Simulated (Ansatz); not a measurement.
## Li on Pd(111): change of the work function

Aim: the work function of Pd(111) at several coverages of Li (fcc site), and the dipole that each adsorbate carries.

Method: plane-wave DFT, PBE, Ansatz PAW, in Ansatz 0.2.0.

This is a report of a sequence of runs, with most program output left out.

**1. Set-up**

The cell holds 4 atoms: 4 Pd. Its edges and angles: a = 2.751 Å, b = 2.751 Å, c = 24.738 Å, α = 90.0°, β = 90.0°, γ = 60.0°. Vacuum lies along c.

Structure file:

```cif
data_structure
_symmetry_space_group_name_H-M 'P 1'
_symmetry_Int_Tables_number 1
_cell_length_a 2.7506
_cell_length_b 2.7506
_cell_length_c 24.7377
_cell_angle_alpha 90.000
_cell_angle_beta 90.000
_cell_angle_gamma 60.000
_cell_volume 162.09
loop_
_atom_site_label
_atom_site_type_symbol
_atom_site_fract_x
_atom_site_fract_y
_atom_site_fract_z
_atom_site_occupancy
Pd1 Pd 0.00000 0.00000 0.36382 1
Pd2 Pd 0.33333 0.33333 0.45461 1
Pd3 Pd 0.66667 0.66667 0.54539 1
Pd4 Pd 0.00000 0.00000 0.63618 1
```

**2. The clean slab**

The bare slab comes first, as the zero from which every change is counted. The two lowest layers are held at bulk places and the upper ones relax. The dipole correction removes the false field that a one-sided slab makes across the periodic vacuum, so each face gets a flat vacuum level of its own.

The input, input.yaml:

```yaml
crystal:
  lattice:
    - [2.7506453788, 0.0, 0.0]
    - [1.3753226894, 2.3821287749, 0.0]
    - [0.0, 0.0, 24.7376776414]
  atoms:
    - { symbol: Pd, position: [0.0, 0.0, 0.3638174986] }
    - { symbol: Pd, position: [0.3333333333, 0.3333333333, 0.4546058329] }
    - { symbol: Pd, position: [0.6666666667, 0.6666666667, 0.5453941671] }
    - { symbol: Pd, position: [0.0, 0.0, 0.6361825014] }
kpoints:
  mp_grid: { grid: [12, 12, 1] }
hamiltonian:
  xc: pbe
scf:
  occupations: { method: fermi_dirac, width: 0.1 }
  convergence: { dr2_threshold: 1.0e-08 }
efield:
  axis: 3
  dipole_correction: true
  ramp_position: 0.97
  ramp_width: 0.06
relax:
  f_tol: 0.02
  max_steps: 60
  constraints: [{ sites: [0, 1] }]
output:
  write_potential: true
  write_density: true
  volumetric_format: npy
```

Command:

```console
$ ansatz run input.yaml --threads 4 --pin off --max-ram 6144MiB --backend cpu --events-out ev --progress --plain --runs-dir out
```

Run time: 11 s. Hardware: 4 threads of Arm Neoverse V1, shared host; peak memory 0.49 GiB; 42 s of CPU time.

Relaxation path:

| step | energy less that of the first step (eV) | largest force component (eV/Å) |
| --- | --- | --- |
| 1 | 0.0000 | 0.3166 |
| 2 | -0.0129 | 0.1195 |
| 3 | -0.0149 | 0.0100 |

Forces are held to the 6 operations that the run works with; a distortion that breaks them can't arise in this run.

The atoms that moved most (Å):

```csv
atom,dx,dy,dz,length
Pd4,0.000,0.000,0.106,0.106
Pd3,0.000,0.000,0.048,0.048
```

Numbers from this step:

- energy at zero smearing: -27890.2994 eV
- work function, upper face: 5.268 eV
- dipole along the normal: -7.03e-4 e·Å

Running mean over 2.246 Å of the planar mean; the ramp of the sawtooth is left out. Electron's electrostatic potential energy less the Fermi level against z:

| z (Å) | electron's electrostatic potential energy less the Fermi level (eV) |
| --- | --- |
| 3.5 | 5.25 |
| 4.0 | 5.25 |
| 4.5 | 5.25 |
| 5.0 | 5.25 |
| 5.5 | 5.23 |
| 6.0 | 5.19 |
| 6.5 | 5.04 |
| 7.0 | 4.40 |
| 7.5 | 1.79 |
| 8.0 | -3.11 |
| 8.5 | -7.03 |
| 9.0 | -8.25 |
| 9.5 | -8.43 |
| 10.0 | -8.48 |
| 10.5 | -8.52 |
| 11.0 | -8.56 |
| 11.5 | -8.51 |
| 12.0 | -8.24 |
| 12.5 | -8.12 |
| 13.0 | -8.35 |
| 13.5 | -8.50 |
| 14.0 | -8.28 |
| 14.5 | -7.92 |
| 15.0 | -7.94 |
| 15.5 | -8.20 |
| 16.0 | -8.01 |
| 16.5 | -6.08 |
| 17.0 | -1.45 |
| 17.5 | 2.94 |
| 18.0 | 4.73 |
| 18.5 | 5.13 |
| 19.0 | 5.23 |
| 19.5 | 5.26 |
| 20.0 | 5.27 |
| 20.5 | 5.27 |
| 21.0 | 5.27 |
| 21.5 | 5.27 |

The relaxation took 3 steps and lowered the energy by 0.015 eV; the largest force on the free atoms ends at 0.010 eV/Å.

The work function of the upper face is 5.27 eV.

**3. The covered slab, k-mesh 6×6×1, coverage 0.25 ML**

System of this step: Li/Pd(111). The cell holds 17 atoms: 16 Pd and 1 Li. Cell: a = 5.501 Å, b = 5.501 Å, c = 27.089 Å, α = 90.0°, β = 90.0°, γ = 60.0°. Vacuum lies along c.

The clean slab as it ended is repeated in the plane and the adsorbate is set on one face; the cell's size fixes the coverage, and the k-mesh shrinks with it to keep the sampling density about even. Adsorbate and upper layers relax, since the dipole depends on the height.

The input, input.yaml:

```yaml
crystal:
  lattice:
    - [5.5012907577, 0.0, 0.0]
    - [2.7506453788, 4.7642575497, 0.0]
    - [0.0, 0.0, 27.0888449073]
  atoms:
    - { symbol: Pd, position: [0.0, 0.0, 0.33224008] }
    - { symbol: Pd, position: [0.1666666667, 0.1666666667, 0.4151484711] }
    - { symbol: Pd, position: [0.3333333333, 0.3333333333, 0.4998324895] }
    - { symbol: Pd, position: [0.0, 0.0, 0.5848761879] }
    - { symbol: Pd, position: [0.0, 0.5, 0.33224008] }
    - { symbol: Pd, position: [0.1666666667, 0.6666666667, 0.4151484711] }
    - { symbol: Pd, position: [0.3333333333, 0.8333333333, 0.4998324895] }
    - { symbol: Pd, position: [0.0, 0.5, 0.5848761879] }
    - { symbol: Pd, position: [0.5, 0.0, 0.33224008] }
    - { symbol: Pd, position: [0.6666666667, 0.1666666667, 0.4151484711] }
    - { symbol: Pd, position: [0.8333333333, 0.3333333333, 0.4998324895] }
    - { symbol: Pd, position: [0.5, 0.0, 0.5848761879] }
    - { symbol: Pd, position: [0.5, 0.5, 0.33224008] }
    - { symbol: Pd, position: [0.6666666667, 0.6666666667, 0.4151484711] }
    - { symbol: Pd, position: [0.8333333333, 0.8333333333, 0.4998324895] }
    - { symbol: Pd, position: [0.5, 0.5, 0.5848761879] }
    - { symbol: Li, position: [0.1666666667, 0.1666666667, 0.66775992] }
kpoints:
  mp_grid: { grid: [6, 6, 1] }
hamiltonian:
  xc: pbe
scf:
  occupations: { method: fermi_dirac, width: 0.1 }
  convergence: { dr2_threshold: 1.0e-08 }
efield:
  axis: 3
  dipole_correction: true
  ramp_position: 0.97
  ramp_width: 0.06
relax:
  f_tol: 0.02
  max_steps: 60
  constraints: [{ sites: [0, 1, 4, 5, 8, 9, 12, 13] }]
output:
  dos: { projected: true, e_range: [-8, 4] }
  write_potential: true
  write_density: true
  volumetric_format: npy
  elf: true
```

It took 2 min on 4 threads; peak memory 2.9 GiB; 7.9 min of CPU time.

The steps of the relaxation:

| step | energy less that of the first step (eV) | largest force component (eV/Å) |
| --- | --- | --- |
| 1 | 0.0000 | 0.8813 |
| 2 | -0.1445 | 0.2688 |
| 3 | -0.1602 | 0.0507 |
| 4 | -0.1611 | 0.0107 |

The run keeps the 6 symmetry operations that it works with, so distortions that break them were not tested.

The atoms that moved most (Å):

```
atom      dx      dy      dz  length
Li17   0.000   0.000  -0.296   0.296
Pd16   0.000   0.000   0.088   0.088
 Pd4  -0.014  -0.008   0.010   0.019
Pd12   0.014  -0.008   0.010   0.019
 Pd8   0.000   0.016   0.010   0.019
Pd15   0.000   0.000  -0.019   0.019
 Pd7   0.000  -0.004   0.018   0.018
Pd11  -0.004   0.002   0.018   0.018
```

Final coordinates:

```xyz
17
Lattice="5.5013 0.0000 0.0000 2.7506 4.7643 0.0000 0.0000 0.0000 27.0888" Properties=species:S:1:pos:R:3
Pd    0.0000    0.0000    9.0000
Pd    1.3753    0.7940   11.2459
Pd    2.7542    1.5902   13.5578
Pd   -0.0141   -0.0081   15.8541
Pd    1.3753    2.3821    9.0000
Pd    2.7506    3.1762   11.2459
Pd    4.1260    3.9661   13.5578
Pd    1.3753    2.3984   15.8541
Pd    2.7506    0.0000    9.0000
Pd    4.1260    0.7940   11.2459
Pd    5.4977    1.5902   13.5578
Pd    2.7647   -0.0081   15.8541
Pd    4.1260    2.3821    9.0000
Pd    5.5013    3.1762   11.2459
Pd    6.8766    3.9702   13.5210
Pd    4.1260    2.3821   15.9316
Li    1.3753    0.7940   17.7930
```

Numbers from this step:

| Item | Value |
| --- | --- |
| energy at zero smearing | -111767.0780 eV |
| work function, upper face | 2.536 eV |
| work function, lower face | 5.255 eV |
| dipole along the normal | 0.3938 e·Å |
| step between the vacuum levels | -2.719 eV |

Running mean over 2.246 Å of the planar mean; the ramp of the sawtooth is left out. The electron's electrostatic potential energy less the Fermi level by z:

```csv
z (Å),electron's electrostatic potential energy less the Fermi level (eV)
3.5,5.25
4.0,5.25
4.5,5.25
5.0,5.25
5.5,5.24
6.0,5.20
6.5,5.04
7.0,4.39
7.5,1.80
8.0,-3.10
8.5,-7.02
9.0,-8.25
9.5,-8.43
10.0,-8.48
10.5,-8.51
11.0,-8.55
11.5,-8.48
12.0,-8.17
12.5,-8.02
13.0,-8.28
13.5,-8.47
14.0,-8.23
14.5,-7.76
15.0,-7.78
15.5,-8.17
16.0,-8.16
16.5,-6.83
17.0,-3.09
17.5,0.726
18.0,2.02
18.5,2.08
19.0,2.24
19.5,2.43
20.0,2.49
20.5,2.52
21.0,2.53
21.5,2.53
22.0,2.53
22.5,2.54
23.0,2.54
23.5,2.54
```

The density of states has structure finer than the step of the table below, so its rows give means over 0.5 eV, whole bins alone (the curve runs from -8 to 1.98 eV). Peaks (eV: height): -2.68: 49.2, -2.47: 53.0, -2.38: 70.8, -2.26: 62.2, -2.20: 58.4, -1.65: 73.2, -0.15: 66.3.

The density of states by energy, zero at the Fermi level; means over each step:

| energy (eV) | density of states (states/eV a cell) |
| --- | --- |
| -7.0 | 0 |
| -6.5 | 0.506 |
| -6.0 | 1.04 |
| -5.5 | 1.85 |
| -5.0 | 7.93 |
| -4.5 | 28.9 |
| -4.0 | 30.5 |
| -3.5 | 23.4 |
| -3.0 | 28.1 |
| -2.5 | 41.6 |
| -2.0 | 35.2 |
| -1.5 | 31.6 |
| -1.0 | 36.2 |
| -0.5 | 33.6 |
| 0.0 | 33.2 |
| 0.5 | 5.99 |
| 1.0 | 4.69 |
| 1.5 | 4.97 |

Projected DOS per atom over height of the atomic layer and energy from the Fermi level. Layers: Pd4 Pd4 Pd4 Pd4 Li from below.

Values in states/eV, 22 rows by 5 columns, each cell a mean:
```
0.03 0.02 0.02 0.03 0.29
0.09 0.07 0.08 0.11 0.44
0.05 0.06 0.07 0.06 0.09
0.30 0.27 0.26 0.27 0.30
2.18 2.43 2.32 1.63 0.23
2.16 1.82 1.77 2.18 0.15
2.59 1.68 1.94 2.62 0.24
2.04 1.52 1.83 2.11 0.18
2.22 1.29 1.40 2.34 0.25
2.85 2.57 2.43 2.81 0.19
1.92 2.10 1.99 2.04 0.12
1.22 1.37 1.51 1.49 0.05
1.60 1.49 1.72 1.82 0.05
1.59 2.47 2.23 1.53 0.12
0.79 2.20 1.90 0.63 0.21
0.13 0.40 0.30 0.10 0.18
0.02 0.03 0.03 0.02 0.09
0.01 0.00 0.00 0.01 0.04
0.00 0.00 0.00 0.00 0.03
0.00 0.00 0.00 0.00 0.00
0.00 0.00 0.00 0.00 0.00
0.00 0.00 0.00 0.00 0.00
```
Columns: height of the atomic layer (Å) from 9 to 17.8 (not evenly spaced); rows upwards: energy from the Fermi level (eV) from -7.96 to 1.95.

Valence density in the ca plane at fractional y = 0.167, with atoms of Pd and Li within 0.2 Å of it. It is the smooth field of the valence electrons, not physical close to the nuclei.

Ten steps, logarithmic in the rise over the least value, from '0' (0 e/Å³) to '9' (13 e/Å³), each cell a mean:
```
55422222222355532345542100000000000000000000
55422233222355532245532100000000000000000000
44322456432234322234431100000000000000000000
22223689742222221122221000000000000000000000
22224899852222211112211000000000000000000000
22224799852222211122211000000000000000000000
33223577632233321223321000000000000000000000
55322334322345432245532100000000000000000000
55422222222356532345542100000000000000000000
54322344322345432234432100000000000000000000
33223577632233321223321123100000000000000000
22224799852222211122221267400000000000000000
22224899852222211112221378500000000000000000
22223689742222221122221145200000000000000000
44322455422234322234432110000000000000000000
```
Columns run along c (16.0 Å, from fractional 0.33 to 0.92 of the cell), rows up along a (5.5 Å). Atoms in or near the plane, at fractional coordinates: Pd at (0.42, 0.17), Pd at (0.42, 0.67), Li at (0.66, 0.17).

ELF in the ca plane at fractional y = 0.167, with atoms of Pd and Li within 0.2 Å of it. It is the smooth field of the valence electrons, not physical close to the nuclei.

Ten even steps from '0' (0.00 × 1e-1) to '9' (9.83 × 1e-1), each cell a mean:
```
43221122111234321233332321000000000000000000
43221122211234321233332222110000000000000000
22211234321223221122222221110000000000000000
22222455431222111112222111100000000000000000
22222533531222111112222111000000000000000000
22222544531222111112222111000000000000000000
22212355421122211122222111100000000000000000
33211222211233321223322222110000000000000000
44321122111234321234432222110000000000000000
33211222211233321223322210000000000000000000
22112344421222211112222112100000000000000000
22222544531222111112222169700000000000000000
22222533531222111112232189910000000000000000
22222455531222111112222036400000000000000000
32211234321222211122222100000000000000000000
```
Columns run along c (16.0 Å, from fractional 0.33 to 0.92 of the cell), rows up along a (5.5 Å). Atoms in or near the plane, at fractional coordinates: Pd at (0.42, 0.17), Pd at (0.42, 0.67), Li at (0.66, 0.17).

Electrostatic potential energy in the ca plane at fractional y = 0.167, with atoms of Pd and Li within 0.2 Å of it. With pseudopotentials it is smooth inside the atoms' cores, unlike the true potential.

Ten even steps from '0' (-34 eV) to '9' (8 eV), each cell a mean:
```
34689988999853579864479999999999999999999999
34789988899853579864479999999999999999999999
66898643689876789986789999999999999999999999
88997200169988899998899999999999999999999999
99996000048999999999999999999999999999999999
99996100058999999999999999999999999999999999
77898411379987899987889999999999999999999999
45789877899864689875579999999999999999999999
33689988999743479863479999999999999999999999
55789866899864689875689988899999999999999999
78898411379987899988889866789999999999999999
99996000058999999999999621478999999999999999
99996000048999999999998610378999999999999999
88997200169998999998899743588999999999999999
66898743689876789986789887889999999999999999
```
Columns run along c (16.0 Å, from fractional 0.33 to 0.92 of the cell; values clipped at the 3rd and 97th percentile), rows up along a (5.5 Å). Atoms in or near the plane, at fractional coordinates: Pd at (0.42, 0.17), Pd at (0.42, 0.67), Li at (0.66, 0.17).

The relaxation took 4 steps and lowered the energy by 0.16 eV; the largest force on the free atoms ends at 0.011 eV/Å.

By hand: a sheet of dipoles makes a step −p/(ε₀A) in the electron's potential. With e/ε₀ = 180.95 V·Å, p = 0.3938 e·Å and A = 26.21 Å², that is −180.95 × (0.3938) / 26.21 = -2.719 eV, and the two vacuum levels of the run differ by -2.719 eV.

The covered face has 2.54 eV, -2.73 eV against the clean one; the bare back face has moved by +0.01 eV, a measure of how thin the slab is.

**4. Adsorbate added, k-mesh 12×12×1, coverage 1 ML**

System of this step: Li/Pd(111). The cell holds 5 atoms: 4 Pd and 1 Li. Cell: a = 2.751 Å, b = 2.751 Å, c = 27.089 Å, α = 90.0°, β = 90.0°, γ = 60.0°. Vacuum lies along c.

Another coverage, to see how the dipoles act on each other as their distance changes.

input.yaml, the sections that differ from step 3:

```yaml
crystal:
  lattice:
    - [2.7506453788, 0.0, 0.0]
    - [1.3753226894, 2.3821287749, 0.0]
    - [0.0, 0.0, 27.0888449073]
  atoms:
    - { symbol: Pd, position: [0.0, 0.0, 0.33224008] }
    - { symbol: Pd, position: [0.3333333333, 0.3333333333, 0.4151484711] }
    - { symbol: Pd, position: [0.6666666667, 0.6666666667, 0.4998324895] }
    - { symbol: Pd, position: [0.0, 0.0, 0.5848761879] }
    - { symbol: Li, position: [0.3333333333, 0.3333333333, 0.66775992] }
kpoints:
  mp_grid: { grid: [12, 12, 1] }
relax:
  f_tol: 0.02
  max_steps: 60
  constraints: [{ sites: [0, 1] }]
output:
  write_potential: true
  write_density: true
  volumetric_format: npy
# hamiltonian, scf, efield: as in step 3
```

Wall time 15 s (4 threads); peak memory 0.52 GiB; 58 s of CPU time.

Step by step:

```
step  energy less that of the first step (eV)  largest force component (eV/Å)
   1                                   0.0000                          0.7700
   2                                  -0.1018                          0.1969
   3                                  -0.1056                          0.0285
   4                                  -0.1059                          0.0021
```

The run keeps the 6 symmetry operations that it works with, so distortions that break them were not tested.

The atoms that moved most (Å):

| atom | dx | dy | dz | length |
| --- | --- | --- | --- | --- |
| Li5 | 0.000 | 0.000 | -0.222 | 0.222 |
| Pd4 | 0.000 | 0.000 | 0.070 | 0.070 |
| Pd3 | 0.000 | 0.000 | 0.014 | 0.014 |

The relaxed structure:

```xyz
5
Lattice="2.7506 0.0000 0.0000 1.3753 2.3821 0.0000 0.0000 0.0000 27.0888" Properties=species:S:1:pos:R:3
Pd    0.0000    0.0000    9.0000
Pd    1.3753    0.7940   11.2459
Pd    2.7506    1.5881   13.5539
Pd    0.0000    0.0000   15.9134
Li    1.3753    0.7940   17.8671
```

Numbers from this step:

| Quantity | Value |
| --- | --- |
| energy at zero smearing | -28095.7711 eV |
| work function, upper face | 3.494 eV |
| work function, lower face | 5.213 eV |
| dipole along the normal | 0.06225 e·Å |
| step between the vacuum levels | -1.719 eV |

Running mean over 2.246 Å of the planar mean; the ramp of the sawtooth is left out. The electron's electrostatic potential energy less the Fermi level by z:

z (Å), electron's electrostatic potential energy less the Fermi level (eV) and a bar from the least value:
```
        4       5.21 ##############################
        5       5.21 ##############################
        6       5.16 ##############################
        7       4.35 ############################
        8      -3.14 ############
        9      -8.27 #
       10      -8.49 
       11      -8.55 
       12      -8.12 #
       13      -8.24 #
       14      -8.19 #
       15      -7.62 ##
       16      -8.63 
       17      -6.26 #####
       18      -2.02 ##############
       19       0.14 ###################
       20       2.81 #########################
       21       3.38 ##########################
       22       3.48 ##########################
       23       3.49 ##########################
```

The relaxation took 4 steps and lowered the energy by 0.11 eV; the largest force on the free atoms ends at 0.0021 eV/Å.

The covered face has 3.49 eV, -1.77 eV against the clean one; the bare back face has moved by -0.04 eV, a measure of how thin the slab is.

**5. Work function against coverage**

This step: plane-wave DFT, PBE, Ansatz PAW; work function against coverage (Ansatz 0.2.0).

The runs are now put side by side.

Numbers from this step:

| Quantity | Value |
| --- | --- |
| work function of the clean face | 5.268 eV |
| largest change of the work function | -2.732 eV |

Work function of the covered face against coverage:

| coverage (adsorbates/nm²) | work function of the covered face (eV) |
| --- | --- |
| 0.00 | 5.27 |
| 3.82 | 2.54 |
| 15.26 | 3.49 |

The dipole per adsorbate comes from the change of the cell's dipole. Coverage, by row:

```csv
coverage (1/nm²),coverage (ML),work function (eV),change (eV),"dipole per adsorbate, positive end outwards (debye)",mean height of the added atoms over the highest substrate atom (Å)
3.815,0.25,2.536,-2.732,1.905,1.861
15.26,1,3.494,-1.775,0.302,1.954
```

**6. Outcome**

```yaml
work_function_of_the_clean_face: 5.27 eV
work_function_at_0p25_ml: 2.54 eV
work_function_at_1_ml: 3.49 eV
dipole_per_adsorbate_at_0p25_ml_positive_end_outwards: 1.91 D
```

What this shows: Li lowers the work function of Pd(111) at the lowest coverage, by 2.73 eV: the adsorbate layer has its positive end outwards. The slab has 4 layers, at the tabulated experimental lattice constant, one starting site was run, and quantum-size effects of a slab this thin can reach one or two tenths of an eV.

[Logs are printed without paths, hosts, clocks, repeated set-up lines and the standing remarks that a program may print on its own settings, such as how far it seeks lower states.]

[Hosts, paths, dates, database ids (printed as entryN), source tags and the programs' standing remarks are cut or masked in the printed files.]

[Maps of the electrostatic potential energy from Ansatz leave out the sawtooth potential of an applied field or a dipole correction, so their vacuum need not be flat; planar profiles and work functions include it.]

[The density of states shown here was stored with 400 of the rows of the run's finer table, so its peaks can read low, often by over a quarter, or be missed, and its means over a window can be off by a tenth or more.]
